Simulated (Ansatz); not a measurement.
**Rb on W(110): change of the work function**

Aim: the work function of W(110) at several coverages of Rb (shortbridge site), and the dipole that each adsorbate carries.

Calculated with Ansatz 0.2.0; plane-wave DFT, PBE, Ansatz PAW, in the first sound run; inputs show where later runs differ.

### 1. The starting structure

The cell holds 4 atoms: 4 W. Cell: a = 2.737 Å, b = 2.737 Å, c = 24.703 Å, α = 90.0°, β = 90.0°, γ = 70.5°. Vacuum lies along c.

### 2. The clean slab

The bare slab comes first, as the zero from which every change is counted. The two lowest layers are held at bulk places and the upper ones relax. The dipole correction removes the false field that a one-sided slab makes across the periodic vacuum, so each face gets a flat vacuum level of its own.

input.yaml

```yaml
crystal:
  lattice:
    - [2.2344574285, -1.58, 0.0]
    - [2.2344574285, 1.58, 0.0]
    - [0.0, 0.0, 24.7033722856]
  atoms:
    - { symbol: W, position: [0.0, 0.0, 0.3643227287] }
    - { symbol: W, position: [0.5, 0.5, 0.4547742429] }
    - { symbol: W, position: [0.0, 0.0, 0.5452257571] }
    - { symbol: W, position: [0.5, 0.5, 0.6356772713] }
kpoints:
  mp_grid: { grid: [12, 12, 1] }
hamiltonian:
  xc: pbe
scf:
  occupations: { method: fermi_dirac, width: 0.1 }
  convergence: { dr2_threshold: 1.0e-08 }
efield:
  axis: 3
  dipole_correction: true
  ramp_position: 0.97
  ramp_width: 0.06
relax:
  f_tol: 0.02
  max_steps: 60
  constraints: [{ sites: [0, 1] }]
output:
  write_potential: true
  write_density: true
  volumetric_format: npy
```

Run with:

```sh
$ ansatz run input.yaml --threads 4 --pin off --max-ram 12288MiB --backend cpu --events-out ev --progress --plain --runs-dir out
```

Numbers of over 12 decimals in the logs are rounded to 6 here.

The program printed:

```text
Engine: ansatz 0.2.0, aarch64-unknown-linux-gnu
Pseudopotentials: kind: paw
Pseudopotential: W, paw, valence charge 14, recommended cutoff 420 eV (normal), W.paw.azcp
Functional definition: PBE
  parameter kappa = 0.804
  parameter beta = 0.066725
  exchange = pbe_x(kappa = kappa, mu = beta*pi^2/3)
  correlation = pbe_c(beta = beta)
Crystal: 4 atoms, lattice volume = 174.428 Å³
Basis set: ecut = 420 eV, 3461 PW (Γ), exchange–correlation on 40×40×360 points (8 copies of the dense FFT grid, shifted against one another)
Bands: 34, of which v1, the nominal top of the filled ones, is band 28 counted from 1 (27 counted from 0)
Symmetry: 4 space group operations
k-points: 43 of 144
Non-local potential: W, projectors of the file, l = 0: 3, l = 1: 2, l = 2: 2, l = 3: 1
PAW form: soft (Blöchl's): semilocal exchange-correlation on the pseudo side does not see the compensation charge
PAW one-centre angular grid: W, 590 points (default); XC on 64 Gauss nodes
Initial density: superposition of atomic densities (neutral atoms: chi_scale 0, normalization atom), corrected by the library's trained network
Initial wavefunctions: pseudopotential atomic-orbital guess
Functional: x = pbe(κ = 0.804, μ = 0.219515), c = pbe(β = 0.066725)
SCF iter   1: F=—  HF=-41536.547941 eV  |F-HF|=—  |Δ(HF+E_count)|=         —  Δρ=9.69e-3  dr2=1.99e0  ethr=1.77e-3  p=0.000 e·Å  D=4.83e-14 V/Å  ΔV_dip=-0.00 eV  dr2_dipole=2.75e-7  V_vac-E_F(+/−)=5.06/5.06 eV  ⟨swp⟩=7.9  Hψ=15776  notcnv=0  defer=16
efield: sawtooth ramp at fractional position 0.9700 (set: `efield.ramp_position`, or a place that a band, a saddle search or an elastic batch's reference lends), width 0.0600; the density the first Hamiltonian is built on has a dipole p = 0.000 e·Å; the dipole correction subtracts the counter field D = 4.83e-14 V/Å, which shifts the + side's vacuum level by -0.00 eV against the − side's; the planar-averaged density in the ramp window peaks in size at 1.1e-5 e/Å³
automatic band count: the SCF goes on with 40 bands, as 34 were too few: the levels above may hold too much charge
preconditioner: auto → LDOS  [metal: Δε(μ)=0.044 eV  Ē_g=6.098 eV  σ=0.100 eV  W_gap=0.11  n_scr=16 (ndim 8)  ℏωp=13.8 eV  f_vac=0.562  D(μ)=3.18/eV (n_scr^D=14)  β→1.0]
SCF iter   2: F=—  HF=-41536.463453 eV  |F-HF|=—  |Δ(HF+E_count)|=   8.45e-2  Δρ=3.80e-3  dr2=1.53e-1  ethr=1.77e-3  p=-0.000 e·Å  D=-1.41e-5 V/Å  ΔV_dip=0.00 eV  dr2_dipole=9.41e-8  V_vac-E_F(+/−)=4.91/4.91 eV  ⟨swp⟩=2.0  Hψ=2409  notcnv=0  defer=46
SCF iter   3: F=—  HF=-41536.454051 eV  |F-HF|=—  |Δ(HF+E_count)|=   9.40e-3  Δρ=7.33e-4  dr2=4.77e-3  ethr=2.73e-4  p=-0.000 e·Å  D=-5.84e-6 V/Å  ΔV_dip=0.00 eV  dr2_dipole=2.39e-8  V_vac-E_F(+/−)=4.90/4.90 eV  ⟨swp⟩=1.9  Hψ=2195  notcnv=0  defer=48
SCF iter   4: F=—  HF=-41536.453642 eV  |F-HF|=—  |Δ(HF+E_count)|=   4.09e-4  Δρ=2.26e-4  dr2=2.83e-4  ethr=8.51e-6  p=-0.000 e·Å  D=-2.80e-6 V/Å  ΔV_dip=0.00 eV  dr2_dipole=3.72e-9  V_vac-E_F(+/−)=4.90/4.90 eV  ⟨swp⟩=2.2  Hψ=2210  notcnv=0  defer=48
SCF iter   5: F=—  HF=-41536.453616 eV  |F-HF|=—  |Δ(HF+E_count)|=   2.57e-5  Δρ=8.21e-5  dr2=9.88e-6  ethr=5.05e-7  p=-0.000 e·Å  D=-1.58e-6 V/Å  ΔV_dip=0.00 eV  dr2_dipole=4.44e-10  V_vac-E_F(+/−)=4.90/4.90 eV  ⟨swp⟩=2.8  Hψ=2489  notcnv=0  defer=48
SCF iter   6: F=—  HF=-41536.453677 eV  |F-HF|=—  |Δ(HF+E_count)|=   6.09e-5  Δρ=1.85e-5  dr2=1.78e-6  ethr=1.76e-8  p=-0.000 e·Å  D=-3.96e-7 V/Å  ΔV_dip=0.00 eV  dr2_dipole=1.10e-14  V_vac-E_F(+/−)=4.90/4.90 eV  ⟨swp⟩=3.0  Hψ=2816  notcnv=0  defer=46
SCF iter   7: F=—  HF=-41536.453677 eV  |F-HF|=—  |Δ(HF+E_count)|=   1.78e-7  Δρ=5.89e-6  dr2=9.96e-8  ethr=3.18e-9  p=-0.000 e·Å  D=-1.01e-7 V/Å  ΔV_dip=0.00 eV  dr2_dipole=1.15e-12  V_vac-E_F(+/−)=4.90/4.90 eV  ⟨swp⟩=2.1  Hψ=2209  notcnv=0  defer=46
SCF iter   8: F=—  HF=-41536.453677 eV  |F-HF|=—  |Δ(HF+E_count)|=   1.72e-7  Δρ=2.09e-6  dr2=1.13e-8  ethr=1.79e-11  p=-0.000 e·Å  D=-5.65e-8 V/Å  ΔV_dip=0.00 eV  dr2_dipole=6.97e-14  V_vac-E_F(+/−)=4.90/4.90 eV  ⟨swp⟩=12.3  Hψ=12536  notcnv=0
SCF iter   9: F=-41536.453677 eV  HF=-41536.453677 eV  |F-HF|=2.90e-9  |Δ(HF+E_count)|=   2.45e-9  Δρ=6.34e-7  dr2=1.02e-9  ethr=1.79e-11  p=-0.000 e·Å  D=-1.55e-8 V/Å  ΔV_dip=0.00 eV  dr2_dipole=4.30e-15  V_vac-E_F(+/−)=4.90/4.90 eV  ⟨swp⟩=10.8  Hψ=10717  notcnv=0
SCF 1 converged in 9 iterations: F = -41536.453677 eV  dr2 = 1.02e-9
  greatest PAW one-centre occupation: 1.000 electrons in one spin orbital (limit 2), on the W atom at site 0 (counted from 0), in its partial waves of l = 0
relax step   1: F+E_penalty+E_count = -41536.45367728 eV  Δ(F+E_penalty+E_count) = +0.000e0 eV  max|allowed force component| = 6.535e-1 eV/Å  Δτ_max = 0.0000 Å  (9 SCF iters, accepted)
Bands: 40, of which v1, the nominal top of the filled ones, is band 28 counted from 1 (27 counted from 0)
Initial density: handed on by an earlier stage of this run
Initial wavefunctions: those handed on with the density
iter 1 solved again at ethr=9.58e-4 eV; its pass at ethr=3.10e-3 eV (dr2=5.36e-1 eV) is discarded
SCF iter   1: F=—  HF=-41536.451060 eV  |F-HF|=—  |Δ(HF+E_count)|=         —  Δρ=7.55e-3  dr2=5.51e-1  ethr=9.58e-4  p=-0.000 e·Å  D=-4.98e-7 V/Å  ΔV_dip=0.00 eV  dr2_dipole=8.25e-2  V_vac-E_F(+/−)=4.92/4.92 eV  ⟨swp⟩=1.6  Hψ=6453  notcnv=0  defer=49
efield: sawtooth ramp at fractional position 0.9700 (set: `efield.ramp_position`, or a place that a band, a saddle search or an elastic batch's reference lends), width 0.0600; the density the first Hamiltonian is built on has a dipole p = -0.000 e·Å; the dipole correction subtracts the counter field D = -4.98e-7 V/Å, which shifts the + side's vacuum level by +0.00 eV against the − side's; the planar-averaged density in the ramp window peaks in size at 4.2e-6 e/Å³
preconditioner: auto → LDOS  [metal: Δε(μ)=0.008 eV  Ē_g=6.108 eV  σ=0.100 eV  W_gap=0.02  n_scr=16 (ndim 8)  ℏωp=13.8 eV  f_vac=0.561  D(μ)=3.03/eV (n_scr^D=12)  β→1.0]
SCF iter   2: F=—  HF=-41536.439067 eV  |F-HF|=—  |Δ(HF+E_count)|=   1.20e-2  Δρ=5.12e-3  dr2=1.98e-1  ethr=9.58e-4  p=0.007 e·Å  D=7.37e-3 V/Å  ΔV_dip=-0.18 eV  dr2_dipole=2.51e-3  V_vac-E_F(+/−)=4.72/4.90 eV  ⟨swp⟩=2.7  Hψ=2768  notcnv=0  defer=49
SCF iter   3: F=—  HF=-41536.411540 eV  |F-HF|=—  |Δ(HF+E_count)|=   2.75e-2  Δρ=1.14e-3  dr2=8.39e-3  ethr=3.53e-4  p=0.005 e·Å  D=5.11e-3 V/Å  ΔV_dip=-0.13 eV  dr2_dipole=6.86e-5  V_vac-E_F(+/−)=4.79/4.91 eV  ⟨swp⟩=2.4  Hψ=2949  notcnv=0  defer=49
[...]
SCF iter   4: F=—  HF=-41536.466247 eV  |F-HF|=—  |Δ(HF+E_count)|=   1.02e-3  Δρ=1.79e-4  dr2=1.18e-4  ethr=9.14e-6  p=0.004 e·Å  D=3.68e-3 V/Å  ΔV_dip=-0.09 eV  dr2_dipole=5.74e-7  V_vac-E_F(+/−)=4.81/4.90 eV  ⟨swp⟩=2.5  Hψ=2483  notcnv=0  defer=49
SCF iter   5: F=—  HF=-41536.466260 eV  |F-HF|=—  |Δ(HF+E_count)|=   1.35e-5  Δρ=5.43e-5  dr2=8.97e-6  ethr=2.11e-7  p=0.003 e·Å  D=3.19e-3 V/Å  ΔV_dip=-0.08 eV  dr2_dipole=8.65e-7  V_vac-E_F(+/−)=4.82/4.90 eV  ⟨swp⟩=2.2  Hψ=2723  notcnv=0  defer=49
SCF iter   6: F=—  HF=-41536.466316 eV  |F-HF|=—  |Δ(HF+E_count)|=   5.58e-5  Δρ=1.68e-5  dr2=2.41e-6  ethr=1.60e-8  p=0.003 e·Å  D=2.93e-3 V/Å  ΔV_dip=-0.07 eV  dr2_dipole=2.53e-8  V_vac-E_F(+/−)=4.83/4.90 eV  ⟨swp⟩=2.8  Hψ=3011  notcnv=0  defer=49
SCF iter   7: F=—  HF=-41536.466316 eV  |F-HF|=—  |Δ(HF+E_count)|=   9.87e-8  Δρ=6.68e-6  dr2=1.22e-7  ethr=4.30e-9  p=0.003 e·Å  D=2.81e-3 V/Å  ΔV_dip=-0.07 eV  dr2_dipole=1.60e-9  V_vac-E_F(+/−)=4.83/4.90 eV  ⟨swp⟩=2.0  Hψ=2145  notcnv=0  defer=49
SCF iter   8: F=—  HF=-41536.466316 eV  |F-HF|=—  |Δ(HF+E_count)|=   1.35e-7  Δρ=2.67e-6  dr2=2.96e-8  ethr=2.18e-10  p=0.003 e·Å  D=2.77e-3 V/Å  ΔV_dip=-0.07 eV  dr2_dipole=8.00e-10  V_vac-E_F(+/−)=4.83/4.90 eV  ⟨swp⟩=3.0  Hψ=3071  notcnv=0  defer=49
SCF iter   9: F=-41536.466316 eV  HF=-41536.466316 eV  |F-HF|=3.74e-9  |Δ(HF+E_count)|=   1.98e-8  Δρ=7.34e-7  dr2=1.32e-9  ethr=1.79e-11  p=0.003 e·Å  D=2.76e-3 V/Å  ΔV_dip=-0.07 eV  dr2_dipole=5.96e-13  V_vac-E_F(+/−)=4.83/4.90 eV  ⟨swp⟩=11.1  Hψ=11214  notcnv=0
SCF 3 converged in 9 iterations: F = -41536.466316 eV  dr2 = 1.32e-9
relax step   3: F+E_penalty+E_count = -41536.46631625 eV  Δ(F+E_penalty+E_count) = -1.264e-2 eV  max|allowed force component| = 9.000e-2 eV/Å  Δτ_max = 0.0345 Å  (9 SCF iters, accepted)
SCF iter   1: F=—  HF=-41536.467006 eV  |F-HF|=—  |Δ(HF+E_count)|=         —  Δρ=7.95e-4  dr2=4.51e-3  ethr=1.73e-4  p=0.003 e·Å  D=2.76e-3 V/Å  ΔV_dip=-0.07 eV  dr2_dipole=5.29e-4  V_vac-E_F(+/−)=4.83/4.90 eV  ⟨swp⟩=2.1  Hψ=2956  notcnv=0  defer=49
efield: sawtooth ramp at fractional position 0.9700 (set: `efield.ramp_position`, or a place that a band, a saddle search or an elastic batch's reference lends), width 0.0600; the density the first Hamiltonian is built on has a dipole p = 0.003 e·Å; the dipole correction subtracts the counter field D = 2.76e-3 V/Å, which shifts the + side's vacuum level by -0.07 eV against the − side's; the planar-averaged density in the ramp window peaks in size at 2.5e-6 e/Å³
preconditioner: auto → LDOS  [metal: Δε(μ)=0.042 eV  Ē_g=6.069 eV  σ=0.100 eV  W_gap=0.10  n_scr=16 (ndim 8)  ℏωp=13.8 eV  f_vac=0.561  D(μ)=3.08/eV (n_scr^D=14)  β→1.0]
SCF iter   2: F=—  HF=-41536.466782 eV  |F-HF|=—  |Δ(HF+E_count)|=   2.25e-4  Δρ=3.58e-4  dr2=1.22e-3  ethr=8.05e-6  p=0.002 e·Å  D=2.05e-3 V/Å  ΔV_dip=-0.05 eV  dr2_dipole=4.65e-5  V_vac-E_F(+/−)=4.85/4.90 eV  ⟨swp⟩=2.0  Hψ=2582  notcnv=0  defer=49
SCF iter   3: F=—  HF=-41536.466693 eV  |F-HF|=—  |Δ(HF+E_count)|=   8.84e-5  Δρ=1.37e-4  dr2=1.44e-4  ethr=2.17e-6  p=0.002 e·Å  D=2.31e-3 V/Å  ΔV_dip=-0.06 eV  dr2_dipole=1.26e-5  V_vac-E_F(+/−)=4.84/4.90 eV  ⟨swp⟩=2.0  Hψ=2277  notcnv=0  defer=49
SCF iter   4: F=—  HF=-41536.466668 eV  |F-HF|=—  |Δ(HF+E_count)|=   2.55e-5  Δρ=3.26e-5  dr2=6.82e-6  ethr=2.57e-7  p=0.002 e·Å  D=2.20e-3 V/Å  ΔV_dip=-0.05 eV  dr2_dipole=8.20e-7  V_vac-E_F(+/−)=4.84/4.90 eV  ⟨swp⟩=3.4  Hψ=3097  notcnv=0  defer=49
SCF iter   5: F=—  HF=-41536.466723 eV  |F-HF|=—  |Δ(HF+E_count)|=   5.51e-5  Δρ=1.10e-5  dr2=2.53e-7  ethr=1.22e-8  p=0.002 e·Å  D=2.19e-3 V/Å  ΔV_dip=-0.05 eV  dr2_dipole=5.43e-9  V_vac-E_F(+/−)=4.84/4.90 eV  ⟨swp⟩=2.5  Hψ=2375  notcnv=0  defer=49
SCF iter   6: F=—  HF=-41536.466723 eV  |F-HF|=—  |Δ(HF+E_count)|=   2.64e-7  Δρ=4.53e-6  dr2=3.51e-8  ethr=4.52e-10  p=0.002 e·Å  D=2.20e-3 V/Å  ΔV_dip=-0.05 eV  dr2_dipole=1.68e-10  V_vac-E_F(+/−)=4.84/4.90 eV  ⟨swp⟩=2.8  Hψ=3016  notcnv=0  defer=49
SCF iter   7: F=-41536.466723 eV  HF=-41536.466723 eV  |F-HF|=5.69e-9  |Δ(HF+E_count)|=   7.88e-8  Δρ=1.73e-6  dr2=9.35e-9  ethr=1.79e-11  p=0.002 e·Å  D=2.20e-3 V/Å  ΔV_dip=-0.05 eV  dr2_dipole=1.03e-12  V_vac-E_F(+/−)=4.84/4.90 eV  ⟨swp⟩=11.5  Hψ=11409  notcnv=0
SCF 4 converged in 7 iterations: F = -41536.466723 eV  dr2 = 9.35e-9
relax step   4: F+E_penalty+E_count = -41536.46672319 eV  Δ(F+E_penalty+E_count) = -4.069e-4 eV  max|allowed force component| = 1.129e-2 eV/Å  Δτ_max = 0.0139 Å  (7 SCF iters, accepted)
NSCF: frozen V_eff on 43 k-points
the band table was solved once a step of the walk had ended and its energy, with any forces and stress, was formed, with the checks that follow a solve (9071 applications of the Hamiltonian). They found nothing against the state; the energy, forces and stress were not computed again (output.eigenvalues in the input reference)
WARN: The output density's exchange-correlation potential varies sharply where the density is thin. Do not read a vacuum level from v_tot or v_xc, or from such a field of the output density. On a cell that repeats whose density bears no net charge and no dipole along the vacuum's axis use v_es (v_loc + v_h of the components); under efield.dipole_correction with no amplitude use v_es + v_field, which holds any externa [...]
SCF converged after 7 iterations
Free energy (F): -41536.466723 eV
Harris-Foulkes:  -41536.466723 eV  (|F-HF|=5.69e-9)
Internal energy: -41536.366955 eV  (E = F + TS)
E sigma→0 (E₀):  -41536.416839 eV
Entropy (-TS):   -0.099768 eV (-24.942 meV/atom)
Fermi energy:    5.203880 eV
Dipole field:    D = 0.002197 V/Å  (p = 0.002118 e·Å, saw-weighted, corrected)
Work function:   Φ+ = 4.8447 eV   Φ− = 4.8989 eV
Levels:          The Fermi level and band energies are counted from a zero that moves with the ramp; work functions are not
--- Per-component energies (eV) ---
  E_band       = -1291.057248
  E_kinetic    = 1792.505388
  E_local      = -71121.558076  (includes V_loc(G=0)·N_el)
  E_nonlocal   = 4.576205
  E_hartree    = 34741.224890
  E_xc         = -1063.352008
  E_vxc        = -949.335306  (∫ρ·V_xc dr)
  E_paw        = -34249.938995  (= ΣΔE_a)
  E_vpaw       = -499.704010  (= ΣTr[D̂ρ^β])
  E_aug_tail   = -0.000235  (compensation charges beyond the density's cutoff)
  E_efield     = 0.000002  (sawtooth field / dipole correction)
  E_vefield    = -0.001025  (∫n·V_field dr)
  E_ewald      = 28360.175874
  E_smearing   = -0.099768  (= −TS)
  E_closure    = -0.000000  (closes the sum)
  Σ components = -41536.466723   (vs F -41536.466723, Δ=0.00e0)
--- Forces (eV/Å), atoms counted from 1 ---
  atom   1  W      0.00000000     0.00000000     0.36117714
  atom   2  W      0.00000000    -0.00000000    -0.34159757
  atom   3  W      0.00000000    -0.00000000    -0.00830034
  atom   4  W      0.00000000    -0.00000000    -0.01129449
  max |Σ_I F_I| component: 1.53e-5 eV/Å
--- Band table (eV; the first three rows and the last of 43) ---
  k-point 0: bands = [... 24 lower, 3.7540, 3.7892, 3.9762, 4.5401, 4.8127, 5.7605, 6.0199, 6.9297, ... 8 higher]
  k-point 1: bands = [... 24 lower, 3.5720, 3.7614, 4.1231, 4.4811, 4.8136, 5.3411, 6.2452, 6.7515, ... 8 higher]
  k-point 2: bands = [... 24 lower, 3.3977, 3.5331, 3.9616, 4.3822, 4.9156, 5.2947, 6.6226, 6.6532, ... 8 higher]
  k-point 42: bands = [... 24 lower, 3.7933, 5.7375, 5.8442, 6.2645, 6.3571, 6.8712, 7.2505, 8.8378, ... 8 higher]
--- Relaxed structure (4 steps of the walk, 3 accepted, 0 SCFs on fresh bases) ---
  F+E_penalty+E_count = -41536.46672319 eV   max|allowed force component| = 1.129e-2 eV/Å
  atoms:
    - { symbol: W, position: [0.0, 0.0, 0.3643227287] }
    - { symbol: W, position: [0.5, 0.5, 0.4547742429] }
    - { symbol: W, position: [-6.653931166577865e-19, 6.653931166577865e-19, 0.546759] }
    - { symbol: W, position: [0.5, 0.5, 0.635499] }
```

The job ended after 27 s (4 threads of Arm Neoverse V1, shared host; peak memory 0.59 GiB; 1.8 min of CPU time).

Step by step:

| step | energy less that of the first step (eV) | largest force component (eV/Å) |
| --- | --- | --- |
| 1 | 0.0000 | 0.6535 |
| 2 | 0.0440 | 1.3654 |
| 3 | -0.0126 | 0.0900 |
| 4 | -0.0130 | 0.0113 |

Relaxation step 2 was tried and not accepted.

The run keeps the 4 symmetry operations that it works with, so distortions that break them were not tested.

The atoms that moved most (Å):

| atom | dx | dy | dz | length |
| --- | --- | --- | --- | --- |
| W3 | 0.000 | 0.000 | 0.038 | 0.038 |

The relaxed structure:

```cif
data_structure
_symmetry_space_group_name_H-M 'P 1'
_symmetry_Int_Tables_number 1
_cell_length_a 2.7366
_cell_length_b 2.7366
_cell_length_c 24.7034
_cell_angle_alpha 90.000
_cell_angle_beta 90.000
_cell_angle_gamma 70.529
_cell_volume 174.43
loop_
_atom_site_label
_atom_site_type_symbol
_atom_site_fract_x
_atom_site_fract_y
_atom_site_fract_z
_atom_site_occupancy
W1 W 0.00000 0.00000 0.36432 1
W2 W 0.50000 0.50000 0.45477 1
W3 W 0.00000 0.00000 0.54676 1
W4 W 0.50000 0.50000 0.63550 1
```

Numbers from this step:

| Item | Value |
| --- | --- |
| energy at zero smearing | -41536.4168 eV |
| work function, upper face | 4.845 eV |
| work function, lower face | 4.899 eV |
| dipole along the normal | 0.002118 e·Å |
| step between the vacuum levels | -0.05428 eV |

Running mean over 2.234 Å of the planar mean; the ramp of the sawtooth is left out. Table of electron's electrostatic potential energy less the Fermi level by z:

| z (Å) | electron's electrostatic potential energy less the Fermi level (eV) |
| --- | --- |
| 3.5 | 4.90 |
| 4.0 | 4.90 |
| 4.5 | 4.90 |
| 5.0 | 4.89 |
| 5.5 | 4.86 |
| 6.0 | 4.75 |
| 6.5 | 4.41 |
| 7.0 | 3.30 |
| 7.5 | -0.135 |
| 8.0 | -5.75 |
| 8.5 | -10.5 |
| 9.0 | -12.2 |
| 9.5 | -12.5 |
| 10.0 | -12.6 |
| 10.5 | -12.7 |
| 11.0 | -12.7 |
| 11.5 | -12.7 |
| 12.0 | -12.5 |
| 12.5 | -12.4 |
| 13.0 | -12.6 |
| 13.5 | -12.8 |
| 14.0 | -13.0 |
| 14.5 | -13.1 |
| 15.0 | -12.9 |
| 15.5 | -12.5 |
| 16.0 | -11.5 |
| 16.5 | -7.95 |
| 17.0 | -2.27 |
| 17.5 | 2.24 |
| 18.0 | 4.06 |
| 18.5 | 4.61 |
| 19.0 | 4.78 |
| 19.5 | 4.82 |
| 20.0 | 4.84 |
| 20.5 | 4.84 |
| 21.0 | 4.84 |
| 21.5 | 4.84 |

The relaxation took 4 steps and lowered the energy by 0.013 eV; the largest force on the free atoms ends at 0.011 eV/Å.

The work function of the upper face is 4.84 eV.

(Part 1 of 4 ends here.)

[Logs are printed without paths, hosts, clocks, repeated set-up lines and the standing remarks that a program may print on its own settings, such as how far it seeks lower states.]

[Hosts, paths, dates, database ids (printed as entryN), source tags and the programs' standing remarks are cut or masked in the printed files.]

[Maps of the electrostatic potential energy from Ansatz leave out the sawtooth potential of an applied field or a dipole correction, so their vacuum need not be flat; planar profiles and work functions include it.]
